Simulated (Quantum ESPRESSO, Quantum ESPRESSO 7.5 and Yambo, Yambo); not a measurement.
# Quasiparticle gap of BP (F-43m) in Yambo

Wanted: ground state, empty states, screening and self-energy for BP (F-43m).

Calculated with Quantum ESPRESSO 7.5 and Yambo 5.3.0; PBE and many-body steps on it, plane waves.

Most raw output is cut from this account.

**1. The structure**

Symmetry: F-43m, No. 216, cubic system. The conventional cell has a = 4.538 Å, b = 4.538 Å, c = 4.538 Å, α = 90.00°, β = 90.00°, γ = 90.00°. Nearest to B lie 4 P at 1.97 Å. Nearest to P lie 4 B at 1.97 Å. Farther neighbours are not listed.

The cell and positions come from the Crystallography Open Database and are kept as given unless a step says otherwise.

**2. Ground state**

This step: Quantum ESPRESSO 7.5; DFT, PBE, plane waves, norm-conserving pseudopotentials.

The ground-state density comes first.

Input file pw.in:

```
&control
  calculation = 'scf'
  prefix = 'x'
  outdir = 'o'
  pseudo_dir = 'pseudo'
/
&system
  ibrav = 0
  nat = 2
  ntyp = 2
  ecutwfc = 68.0
  nbnd = 9
  force_symmorphic = .true.
/
&electrons
  conv_thr = 1e-10
  electron_maxstep = 80
  mixing_beta = 0.5
/
ATOMIC_SPECIES
  B 10.81 B.upf
  P 30.974 P.upf
CELL_PARAMETERS angstrom
  0.0000000000 2.2690000000 2.2690000000
  2.2690000000 0.0000000000 2.2690000000
  2.2690000000 2.2690000000 0.0000000000
ATOMIC_POSITIONS crystal
  B 0.0000000000 0.0000000000 0.0000000000
  P 0.2500000000 0.2500000000 0.2500000000
K_POINTS automatic
  8 8 8 0 0 0
```

Run with:

```sh
$ OMP_NUM_THREADS=1 mpirun -n 4 pw.x -nk 4 -in pw.in > pw.out
```

It took 2.2 s on 4 MPI ranks of Arm Neoverse V1, shared host; peak memory 0.19 GiB; 8.3 s of CPU time.

This step gave:

| Quantity | Value |
| --- | --- |
| total energy | -269.3040 eV |
| gap | 1.281 eV |
| k of the valence top | 0, 0, 0 |
| k of the conduction bottom | 0, 0.375, 0.375 |
| least direct gap | 3.407 eV |

The gap is indirect, with the least direct gap 2.13 eV higher.

**3. Bands along the symmetry lines**

The cheap functional maps the bands first; the places of the edges decide which points the dearer methods must see.

Input file pw.in:

```
&control
  calculation = 'bands'
  prefix = 'x'
  outdir = 'o'
  pseudo_dir = 'pseudo'
/
&system
  ibrav = 0
  nat = 2
  ntyp = 2
  ecutwfc = 68.0
  nbnd = 10
  force_symmorphic = .true.
/
&electrons
  conv_thr = 1e-9
  electron_maxstep = 80
  diago_full_acc = .true.
  diago_thr_init = 5e-6
/
ATOMIC_SPECIES
  B 10.81 B.upf
  P 30.974 P.upf
CELL_PARAMETERS angstrom
  0.0000000000 2.2690000000 2.2690000000
  2.2690000000 0.0000000000 2.2690000000
  2.2690000000 2.2690000000 0.0000000000
ATOMIC_POSITIONS crystal
  B 0.0000000000 0.0000000000 0.0000000000
  P 0.2500000000 0.2500000000 0.2500000000
K_POINTS crystal
  50
  0.00000000 0.00000000 0.00000000 1
  -0.06250000 -0.06250000 0.00000000 1
  -0.12500000 -0.12500000 0.00000000 1
  -0.18750000 -0.18750000 0.00000000 1
  -0.25000000 -0.25000000 0.00000000 1
  -0.31250000 -0.31250000 0.00000000 1
  -0.37500000 -0.37500000 0.00000000 1
  -0.43750000 -0.43750000 0.00000000 1
  -0.50000000 -0.50000000 0.00000000 1
  -0.48437500 -0.48437500 0.03125000 1
  -0.46875000 -0.46875000 0.06250000 1
  -0.45312500 -0.45312500 0.09375000 1
  -0.43750000 -0.43750000 0.12500000 1
  -0.42187500 -0.42187500 0.15625000 1
  -0.40625000 -0.40625000 0.18750000 1
  -0.39062500 -0.39062500 0.21875000 1
  -0.37500000 -0.37500000 0.25000000 1
  -0.37500000 0.00000000 0.37500000 1
  -0.32812500 0.00000000 0.32812500 1
  -0.28125000 0.00000000 0.28125000 1
  -0.23437500 0.00000000 0.23437500 1
  -0.18750000 0.00000000 0.18750000 1
  -0.14062500 0.00000000 0.14062500 1
  -0.09375000 0.00000000 0.09375000 1
  -0.04687500 0.00000000 0.04687500 1
  0.00000000 0.00000000 0.00000000 1
  0.00000000 0.00000000 0.06250000 1
  0.00000000 0.00000000 0.12500000 1
  0.00000000 0.00000000 0.18750000 1
  0.00000000 0.00000000 0.25000000 1
  0.00000000 0.00000000 0.31250000 1
  0.00000000 0.00000000 0.37500000 1
  0.00000000 0.00000000 0.43750000 1
  0.00000000 0.00000000 0.50000000 1
  -0.06250000 -0.03125000 0.46875000 1
  -0.12500000 -0.06250000 0.43750000 1
  -0.18750000 -0.09375000 0.40625000 1
  -0.25000000 -0.12500000 0.37500000 1
  -0.31250000 -0.15625000 0.34375000 1
  -0.37500000 -0.18750000 0.31250000 1
  -0.43750000 -0.21875000 0.28125000 1
  -0.50000000 -0.25000000 0.25000000 1
  -0.50000000 -0.28125000 0.21875000 1
  -0.50000000 -0.31250000 0.18750000 1
  -0.50000000 -0.34375000 0.15625000 1
  -0.50000000 -0.37500000 0.12500000 1
  -0.50000000 -0.40625000 0.09375000 1
  -0.50000000 -0.43750000 0.06250000 1
  -0.50000000 -0.46875000 0.03125000 1
  -0.50000000 -0.50000000 0.00000000 1
```

Elapsed: 1.8 s, on 4 MPI ranks; peak memory 0.05 GiB; 6.7 s of CPU time.

This step gave:

| Property | Result |
| --- | --- |
| gap | 1.260 eV |
| k of the valence top | 0, 0, 0 |
| k of the conduction bottom | -0.4375, -0.4375, 0 |
| least direct gap | 3.407 eV |

The gap is 1.260 eV, −0.021 eV from the run before at this level.

Electronic bands along the path, in eV, zero at the top of the highest filled band; v1 is the highest filled band, c1 the lowest empty one:

```tsv
point	v4	v3	v2	v1	c1	c2	c3	c4
Γ	-15.46	0.00	0.00	0.00	3.41	3.41	3.41	7.36
halfway	-13.98	-3.69	-2.73	-2.73	1.82	4.96	7.71	7.71
X	-10.61	-8.58	-4.11	-4.11	1.35	1.67	12.07	12.07
halfway	-10.55	-8.46	-5.05	-3.96	1.65	3.01	11.32	11.62
U	-10.61	-8.16	-6.22	-3.50	2.16	6.00	9.71	10.59
jump to K	-10.61	-8.16	-6.22	-3.50	2.16	6.00	9.71	10.59
halfway	-13.81	-4.91	-3.87	-1.08	4.56	5.09	6.13	8.30
Γ	-15.46	0.00	0.00	0.00	3.41	3.41	3.41	7.36
halfway	-14.35	-4.84	-1.12	-1.12	4.00	4.76	4.76	9.60
L	-12.14	-9.03	-1.76	-1.76	3.78	4.72	4.72	10.13
halfway	-11.48	-8.44	-4.52	-3.11	4.19	5.20	8.29	9.77
W	-10.33	-8.05	-5.67	-5.47	5.33	6.77	7.23	7.45
halfway	-10.48	-8.36	-4.93	-4.86	2.90	3.37	10.21	10.99
X	-10.61	-8.58	-4.11	-4.11	1.35	1.67	12.07	12.07
```

**4. Empty states on the mesh, 4×4×4 mesh, 101 bands**

The sums over transitions need many empty states on a uniform mesh; this step solves for them.

Input file pw.in:

```
&control
  calculation = 'nscf'
  prefix = 'x'
  outdir = 'o'
  pseudo_dir = 'pseudo'
/
&system
  ibrav = 0
  nat = 2
  ntyp = 2
  ecutwfc = 68.0
  nbnd = 101
  force_symmorphic = .true.
/
&electrons
  conv_thr = 1e-9
  electron_maxstep = 80
  diago_full_acc = .true.
  diago_thr_init = 5e-6
/
ATOMIC_SPECIES
  B 10.81 B.upf
  P 30.974 P.upf
CELL_PARAMETERS angstrom
  0.0000000000 2.2690000000 2.2690000000
  2.2690000000 0.0000000000 2.2690000000
  2.2690000000 2.2690000000 0.0000000000
ATOMIC_POSITIONS crystal
  B 0.0000000000 0.0000000000 0.0000000000
  P 0.2500000000 0.2500000000 0.2500000000
K_POINTS automatic
  4 4 4 0 0 0
```

The job ended after 2.7 s (4 MPI ranks; peak memory 0.23 GiB).

This step gave:

```yaml
gap: 1.347 eV
k_of_the_valence_top: 0, 0, 0
k_of_the_conduction_bottom: 0, -0.5, -0.5
least_direct_gap: 3.407 eV
k_points_computed: 8
lowest_point_of_the_top_converged_band_above_the_valence_top: 131.7203 eV
```

On this mesh the gap is 1.347 eV. The earlier step found 1.281 eV, so this mesh misses an edge.

**5. Conversion and set-up**

This step: Yambo 5.3.0; conversion and set-up on PBE, plane waves, norm-conserving pseudopotentials.

The states are converted to the many-body program's format and the q mesh is built.

Run with:

```sh
$ (cd o/x.save; p2y > p2y.log; mv SAVE ../..); yambo > setup.log
```

Wall time 2 s (1 MPI rank); peak memory 0.23 GiB.

**6. Screening and self-energy, 4×4×4 mesh, 101 bands, screening to 210.9 eV**

G0W0 replaces the xc potential by the self-energy, built once from these orbitals. Only a window of levels is corrected, while the sums run over the empty bands that the input names.

This step: G0W0 on PBE, plane waves, norm-conserving pseudopotentials.

Input file gw1.in:

```
HF_and_locXC
gw0
dyson
ppa
em1d
rim_cut
RandQpts= 1000000
RandGvec= 1 RL
EXXRLvcs= 68 Ry
VXCRLvcs= 272 Ry
Chimod= "HARTREE"
% BndsRnXp
 1 | 101 |
%
NGsBlkXp= 15.5 Ry
% LongDrXp
 1 | 1 | 1 |
%
% GbndRnge
 1 | 101 |
%
DysSolver= "n"
ExtendOut
PPAPntXp= 27.21138 eV
% QPkrange
 1 | 8 | 1 | 8 |
%
```

Run with:

```sh
$ OMP_NUM_THREADS=1 mpirun -n 4 yambo -F gw1.in -J gw1 -C gw1 > gw1.log
```

The job ended after 2.3 min (4 MPI ranks; peak memory 1.2 GiB; 9.2 min of CPU time).

This step gave:

```yaml
g0w0_gap_on_the_mesh: 2.046 eV
starting_gap_on_the_mesh: 1.347 eV
k_of_the_valence_top: 0, 0, 0
k_of_the_conduction_bottom: 0, -0.5, -0.5
least_direct_g0w0_gap_on_the_computed_points: 4.275 eV
z_at_the_valence_top: 0.7971
z_at_the_conduction_bottom: 0.8098
```

The gap on the mesh goes from 1.35 eV to 2.05 eV, a correction of +0.70 eV. The start differs from the 1.28 eV found before because the two sample other k points.

Limits: finite bands, cutoff and mesh; coarse k mesh. v1 is the top filled band, c1 the lowest empty one. The levels before and after the correction (eV, zero at the valence-band top of each column):

```tsv
	conduction bottom	valence top
Kohn-Sham	1.35	0.00
G0W0	2.05	0.00
```

```tsv
	level	energy (eV)
Kohn-Sham	Γ v3-v1	0.000
Kohn-Sham	Γ c1-c3	3.407
Kohn-Sham	(0 -0.5 -0.5) v3	-8.578
Kohn-Sham	(0 -0.5 -0.5) v2-v1	-4.114
Kohn-Sham	(0 -0.5 -0.5) c1	1.347
Kohn-Sham	(0 -0.5 -0.5) c2	1.667
Kohn-Sham	(0 -0.5 -0.5) c3	12.066
G0W0	Γ v3-v1	0.000
G0W0	Γ c1-c3	4.275
G0W0	(0 -0.5 -0.5) v3	-8.939
G0W0	(0 -0.5 -0.5) v2-v1	-4.302
G0W0	(0 -0.5 -0.5) c1	2.046
G0W0	(0 -0.5 -0.5) c2	2.419
G0W0	(0 -0.5 -0.5) c3	13.046
```

**7. Where the time went**

Times are wall times on the hardware named with each run, good to a factor of about two.

```tsv
step	time	share	memory (GiB)
ground state	2.2 s	1 %	0.19
bands along the symmetry lines	1.8 s	1 %	0.05
empty states on the mesh	2.7 s	2 %	0.23
conversion and set-up	2 s	1 %	0.23
screening and self-energy	2.3 min	94 %	1.2
```

**8. What came out**

```
PBE gap                              : 1.26 eV, indirect
G0W0 gap on the mesh                 : 2.05 eV
G0W0 gap over the zone (rigid shift) : 1.96 eV
GW settings                          : 4×4×4 mesh, 101 bands, screening to 210.9 eV, Godby-Needs plasmon pole
known limits                         : not at the basis limit; coarse k mesh
```

In words: G0W0 moves the gap on the mesh from 1.35 eV to 2.05 eV (+0.70 eV), with Z of 0.80 and 0.81 at the edges. The mesh misses the band edges by 0.09 eV in all; a rigid shift gives 1.96 eV for the zone. The dearest step here is «screening and self-energy». Bands and cutoff are finite, so the gap is not at the basis limit. The miss can reach some tenths of an eV and take either sign; the mesh is an error of its own. A denser mesh or path gives a starting gap of 1.26 eV: the GW mesh misses a band edge, so its gaps are not the fundamental one. The 4×4×4 mesh is coarse for this cell, which bears on the long-range parts of exchange and screening.

[Paths, hosts, dates, memory and timing lines, banners, echoed tables and standing remarks are left out of the program output.]

[Logs are printed without paths, hosts, clocks, repeated set-up lines and the standing remarks that a program may print on its own settings, such as how far it seeks lower states.]

[Runs of the session that timed out or met a known fault of the program may be left out.]

[Hosts, paths, dates, database ids (printed as entryN), source tags and the programs' standing remarks are cut or masked in the printed files.]
